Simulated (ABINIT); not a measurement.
# Li3Ta (Fm-3m): zone-centre phonons, part 2 of 4

Which modes does Li3Ta (Fm-3m) have at the zone centre?

ABINIT 10.8.3; DFT PBE, scalar-relativistic, plane waves, PseudoDojo norm-conserving pseudopotentials.

So far. Step 5 (Relaxing the cell and atoms): The volume changes by +0.6 % in this run and stands -19.1 % from the first cell. Step 6 (Self-consistent run for the response): The cell stands at -0.32 GPa: the relaxation ran with a smoothed and higher cutoff, and the difference is a stress of the finite basis. The relaxed cell has a = 6.312 Å (conventional setting).

The structure was built from a prototype and need not be the compound's stable phase.

### Step 7. Zone-centre response

At q = 0 one unit cell holds all displacements. The response is solved for single atoms along the cell's directions, and symmetry skips those that follow from others. The crystal is treated as a metal, which screens a static field, so no field response is asked.

Input file dfpt_gamma.abi:

```

# common to the responses
getwfk_filepath "gso_WFK"
kptopt 2
nqpt 1
qpt 0.0 0.0 0.0
asr 0
chneut 0

# displacements
rfphon 1
rfatpol 1 4
rfdir 1 1 1
tolvrs 1.0d-10
prtwf 0

# basis, mesh and filling
ecut 33.0
ngkpt 8 8 8
nshiftk 1
shiftk 0.0 0.0 0.0
istwfk *1
occopt 6
tsmear 0.01
nband 18
nstep 100
diemac 1000000.0
prtebands 0
prtgsr 0
useylm 1

# cell and atoms
acell 8.434733003 8.434733003 8.434733003
rprim 
    -0.7071067812 0.0 0.7071067812
    0.0 0.7071067812 0.7071067812
    -0.7071067812 0.7071067812 0.0
ntypat 2
znucl 73 3
natom 4
typat 1 2 2 2
xred 
    0.0 0.0 0.0
    0.5 0.5 0.5
    0.75 0.75 0.75
    0.25 0.25 0.25
pp_dirpath "./pseudo"
pseudos "Ta.upf, Li.upf"
```

Started as:

```bash
$ OMP_NUM_THREADS=1 mpirun -n 4 abinit dfpt_gamma.abi > dfpt_gamma.log
```

Numbers of over 12 decimals in the logs are rounded to 6 here.

dfpt_gamma.abo, the main output file:

```text
[banners, grids, parts of the stress and lines that vanish by symmetry left out]
- input  file    -> dfpt_gamma.abi
- output file    -> dfpt_gamma.abo
- root for input  files -> dfpt_gammai
- root for output files -> dfpt_gammao

 Symmetries : space group Fm -3 m (#225); Bravais cF (face-center cubic)
================================================================================
 Values of the parameters that define the memory need of the present run (RF).
     intxc =       0      iscf =       7    lmnmax =      32     lnmax =       8
     mgfft =      45  mpssoang =       4    mqgrid =    3001     natom =       4
  nloc_mem =       1    nspden =       1   nspinor =       1    nsppol =       1
      nsym =      48    n1xccc =    2501    ntypat =       2    occopt =       6
   xclevel =       2
-    mband =          18        mffmem =           1         mkmem =          65
-   mkqmem =          65        mk1mem =          65           mpw =        3874
      nfft =       91125          nkpt =         260
- my_mband =          18
================================================================================
================================================================================

--------------------------------------------------------------------------------
------------- Echo of variables that govern the present computation ------------
--------------------------------------------------------------------------------
-
- outvars: echo of selected default values
-   iomode0 =  0 , fftalg0 =312 , wfoptalg0 =  0
-
- outvars: echo of global parameters not present in the input file
-  max_nthreads =    1
-
 -outvars: echo values of preprocessed input variables
 [... echo left out ...]
================================================================================

 chkinp: Checking input parameters for consistency.

[...]
== DATASET  1 ==================================================================
-   mpi_nproc: 4, omp_nthreads: 1 (-1 if OMP is not activated)

--- !DatasetInfo
iteration_state: {dtset: 1, }
dimensions: {natom: 4, nkpt: 260, mband: 18, nsppol: 1, nspinor: 1, nspden: 1, mpw: 3874, }
cutoff_energies: {ecut:  33.0, pawecutdg:  -1.0, }
electrons: {nelect:   2.20000000E+01, charge:   0.00000000E+00, occopt:   6.00000000E+00, tsmear:   1.00000000E-02, }
meta: {optdriver: 1, rfphon: 1, }
...

 mkfilename: getwfk from: gso_WFK

 Real(R)+Recip(G) space primitive vectors, cartesian coordinates (Bohr,Bohr^-1):
 R(1)= -5.9642569  0.0000000  5.9642569  G(1)= -0.0838327 -0.0838327  0.0838327
 R(2)=  0.0000000  5.9642569  5.9642569  G(2)=  0.0838327  0.0838327  0.0838327
 R(3)= -5.9642569  5.9642569  0.0000000  G(3)= -0.0838327  0.0838327 -0.0838327
 Unit cell volume ucvol=  4.2432539E+02 bohr^3
 Angles (23,13,12)=  6.00000000E+01  6.00000000E+01  6.00000000E+01 degrees
 setup1 : take into account q-point for computing boxcut.

 getcut: wavevector=  0.0000  0.0000  0.0000  ngfft=  45  45  45
         ecut(hartree)=     33.000   => boxcut(ratio)=   2.01725

--- Pseudopotential description ------------------------------------------------
- pspini: atom type   1  psp file is ./pseudo/Ta.upf

- pspini: atom type   2  psp file is ./pseudo/Li.upf

   6.58172872E+02                                ecore*ucvol(ha*bohr**3)
--------------------------------------------------------------------------------

 ==>  initialize data related to q vector <==

 The list of irreducible perturbations for this q vector is:
    1)    idir= 1    ipert=   1
    2)    idir= 1    ipert=   2
    3)    idir= 1    ipert=   3

[...]
The perturbation idir=   2  ipert=   1 is
 symmetric of a previously calculated perturbation.
 So, its SCF calculation is not needed.

 The perturbation idir=   3  ipert=   1 is
 symmetric of a previously calculated perturbation.
 So, its SCF calculation is not needed.

 The perturbation idir=   2  ipert=   2 is
 symmetric of a previously calculated perturbation.
 So, its SCF calculation is not needed.

 The perturbation idir=   3  ipert=   2 is
 symmetric of a previously calculated perturbation.
 So, its SCF calculation is not needed.

[...]
The perturbation idir=   2  ipert=   4 is
 symmetric of a previously calculated perturbation.
 So, its SCF calculation is not needed.

 The perturbation idir=   3  ipert=   4 is
 symmetric of a previously calculated perturbation.
 So, its SCF calculation is not needed.

--------------------------------------------------------------------------------
 Perturbation wavevector (in red.coord.)   0.000000  0.000000  0.000000
 Perturbation : displacement of atom   1   along direction   1
 Found     4 symmetries that leave the perturbation invariant.

[...]
dfpt_looppert : total number of electrons, from k and k+q
  fully or partially occupied states are    2.200000E+01 and    2.200000E+01.
 Initialisation of the first-order wave-functions :
  ireadwf=   0

--- !BeginCycle
iteration_state: {dtset: 1, }
solver: {iscf: 7, nstep: 100, nline: 4, wfoptalg: 0, }
tolerances: {tolvrs: 1.00E-10, }
...

     iter   2DEtotal(Ha)        deltaE(Ha) residm    vres2
-ETOT  1   5.747309     -3.192E+03 5.104E+00 1.894E+02
 ETOT  2   5.177442     -5.699E-01 2.275E-02 5.933E+00
 ETOT  3   5.175970     -1.472E-03 2.866E-04 3.528E-01
 ETOT  4   5.175904     -6.583E-05 2.566E-06 1.343E-02
 ETOT  5   5.175899     -5.254E-06 5.882E-08 4.606E-04
[...]
At SCF step   10       vres2   =  1.38E-12 < tolvrs=  1.00E-10 =>converged.
[...]
Mean square residual over all n,k,spin=   12.341E-18; max=  76.374E-17

 Thirteen components of 2nd-order total energy (hartree) are
 1,2,3: 0th-order hamiltonian combined with 1st-order wavefunctions
     kin0=   1.91225501E+03 eigvalue=   3.68204030E+02  local=  -1.41872096E+03
 4,5,6: 1st-order hamiltonian combined with 1st and 0th-order wfs
 loc psp =  -4.55086959E+03  Hartree=   1.10785183E+03     xc=  -2.05933128E+02
 note that "loc psp" includes a xc core correction that could be resolved
 7,8,9: eventually, occupation + non-local contributions
    edocc=   4.90428948E+02     enl0=   9.38241878E+02   enl1=  -1.83378564E+03
 1-9 gives the relaxation energy (to be shifted if some occ is /=2.0)
   erelax=  -3.19232761E+03
 10,11,12 Non-relaxation  contributions : frozen-wavefunctions and Ewald
 fr.local=   2.11797686E+03 fr.nonlo=   9.19393012E+02  Ewald=   8.21709162E+01
 13,14 Frozen wf xc core corrections (1) and (2)
 frxc 1  =  -3.16353587E+02  frxc 2 =   3.94316304E+02
 Resulting in :
 2DEtotal=    0.5175898866E+01 Ha. Also 2DEtotal=    0.140843383211E+03 eV
    (2DErelax=   -3.1923276110E+03 Ha. 2DEnonrelax=    3.1975035099E+03 Ha)
    (  non-var. 2DEtotal :    5.1758991159E+00 Ha)

[...]
Perturbation wavevector (in red.coord.)   0.000000  0.000000  0.000000
 Perturbation : displacement of atom   2   along direction   1
 Found     4 symmetries that leave the perturbation invariant.

[...]
dfpt_looppert : total number of electrons, from k and k+q
  fully or partially occupied states are    2.200000E+01 and    2.200000E+01.
 Initialisation of the first-order wave-functions :
  ireadwf=   0

--- !BeginCycle
iteration_state: {dtset: 1, }
solver: {iscf: 7, nstep: 100, nline: 4, wfoptalg: 0, }
tolerances: {tolvrs: 1.00E-10, }
...

     iter   2DEtotal(Ha)        deltaE(Ha) residm    vres2
-ETOT  1   2.907913     -2.488E+03 2.856E+01 1.678E+03
[...]
At SCF step   10       vres2   =  6.51E-12 < tolvrs=  1.00E-10 =>converged.
[...]
Mean square residual over all n,k,spin=   11.419E-17; max=  39.392E-16

 Thirteen components of 2nd-order total energy (hartree) are
 1,2,3: 0th-order hamiltonian combined with 1st-order wavefunctions
     kin0=   2.48587039E+03 eigvalue=   6.58236829E+02  local=  -6.50829379E+02
 4,5,6: 1st-order hamiltonian combined with 1st and 0th-order wfs
 loc psp =  -1.43993640E+03  Hartree=   5.17107710E+02     xc=  -2.50850722E+02
 note that "loc psp" includes a xc core correction that could be resolved
 7,8,9: eventually, occupation + non-local contributions
    edocc=   3.22551809E+01     enl0=  -3.03274854E+02   enl1=  -3.53709391E+03
 1-9 gives the relaxation energy (to be shifted if some occ is /=2.0)
   erelax=  -2.48851515E+03
 10,11,12 Non-relaxation  contributions : frozen-wavefunctions and Ewald
 fr.local=   6.80418271E+02 fr.nonlo=   1.77020099E+03  Ewald=   4.00319848E+01
 13,14 Frozen wf xc core corrections (1) and (2)
 frxc 1  =   0.00000000E+00  frxc 2 =   0.00000000E+00
 Resulting in :
 2DEtotal=    0.2136090576E+01 Ha. Also 2DEtotal=    0.581259857321E+02 eV
    (2DErelax=   -2.4885151545E+03 Ha. 2DEnonrelax=    2.4906512450E+03 Ha)
    (  non-var. 2DEtotal :    2.1360898893E+00 Ha)

[...]
Perturbation wavevector (in red.coord.)   0.000000  0.000000  0.000000
 Perturbation : displacement of atom   3   along direction   1
 Found     2 symmetries that leave the perturbation invariant.

--------------------------------------------------------------------------------

--------------------------------------------------------------------------------

 dfpt_looppert : total number of electrons, from k and k+q
  fully or partially occupied states are    2.200000E+01 and    2.200000E+01.
 Initialisation of the first-order wave-functions :
  ireadwf=   0

--- !BeginCycle
iteration_state: {dtset: 1, }
solver: {iscf: 7, nstep: 100, nline: 4, wfoptalg: 0, }
tolerances: {tolvrs: 1.00E-10, }
...

     iter   2DEtotal(Ha)        deltaE(Ha) residm    vres2
-ETOT  1   3.882036     -2.499E+03 1.475E+01 2.116E+03
[...]
ETOT  9   2.900869     -7.622E-10 1.015E-12 5.321E-09
 ETOT 10   2.900869      4.093E-12 4.142E-14 9.338E-11

 At SCF step   10       vres2   =  9.34E-11 < tolvrs=  1.00E-10 =>converged.
[...]
Mean square residual over all n,k,spin=   55.517E-17; max=  41.419E-15

 Thirteen components of 2nd-order total energy (hartree) are
 1,2,3: 0th-order hamiltonian combined with 1st-order wavefunctions
     kin0=   2.51689682E+03 eigvalue=   6.58727866E+02  local=  -6.62390889E+02
 4,5,6: 1st-order hamiltonian combined with 1st and 0th-order wfs
 loc psp =  -1.44170242E+03  Hartree=   5.18758239E+02     xc=  -2.51537776E+02
 note that "loc psp" includes a xc core correction that could be resolved
 7,8,9: eventually, occupation + non-local contributions
    edocc=   2.62822063E+01     enl0=  -3.06632097E+02   enl1=  -3.55850633E+03
 1-9 gives the relaxation energy (to be shifted if some occ is /=2.0)
   erelax=  -2.50010437E+03
 10,11,12 Non-relaxation  contributions : frozen-wavefunctions and Ewald
 fr.local=   6.83262567E+02 fr.nonlo=   1.77971069E+03  Ewald=   4.00319848E+01
 13,14 Frozen wf xc core corrections (1) and (2)
 frxc 1  =   0.00000000E+00  frxc 2 =   0.00000000E+00
 Resulting in :
 2DEtotal=    0.2900869013E+01 Ha. Also 2DEtotal=    0.789366671562E+02 eV
    (2DErelax=   -2.5001043723E+03 Ha. 2DEnonrelax=    2.5030052413E+03 Ha)
    (  non-var. 2DEtotal :    2.9008686829E+00 Ha)

[...]
---- first-order wavefunction calculations are completed ----

 ==> Compute Derivative Database <==

 [... matrices left out ...]
  Phonon wavevector (reduced coordinates) :  0.00000  0.00000  0.00000
 Phonon energies in Hartree :
   8.696603E-06  8.696604E-06  8.696604E-06  1.339509E-03  1.339509E-03
   1.339509E-03  1.795827E-03  1.795827E-03  1.795827E-03  2.005575E-03
   2.005575E-03  2.005575E-03
 Phonon frequencies in cm-1    :
-  1.908684E+00  1.908684E+00  1.908684E+00  2.939883E+02  2.939883E+02
-  2.939883E+02  3.941384E+02  3.941384E+02  3.941384E+02  4.401729E+02
-  4.401729E+02  4.401729E+02

== END DATASET(S) ==============================================================
================================================================================

 -outvars: echo values of variables after computation
            acell      8.4347330030E+00  8.4347330030E+00  8.4347330030E+00 Bohr
           etotal      2.9008690128E+00
            fcart      0.0000000000E+00  0.0000000000E+00  0.0000000000E+00
           strten      0.0000000000E+00  0.0000000000E+00  0.0000000000E+00
================================================================================
```

It took 6.8 min on 4 MPI ranks of Arm Neoverse N1, shared host; 27 min of CPU time.

Read from the output:

```yaml
largest_acoustic_frequency_at_the_zone_centre_before_the_sum_rule: 1.91 cm⁻¹
highest_optical_zone_centre_mode_no_lo_to_term: 440.2 cm⁻¹
lowest_optical_zone_centre_mode: 294.0 cm⁻¹
```

The acoustic modes at Γ come out as far as 1.9 cm⁻¹ from zero, where they should vanish, a small numerical error.

[end of part 2 of 4]

[Host names and launcher messages were left out of these logs when they were recorded.]

[Logs are printed without paths, hosts, clocks, repeated set-up lines and the standing remarks that a program may print on its own settings, such as how far it seeks lower states.]

[Hosts, paths, dates, database ids (printed as entryN), source tags and the programs' standing remarks are cut or masked in the printed files.]
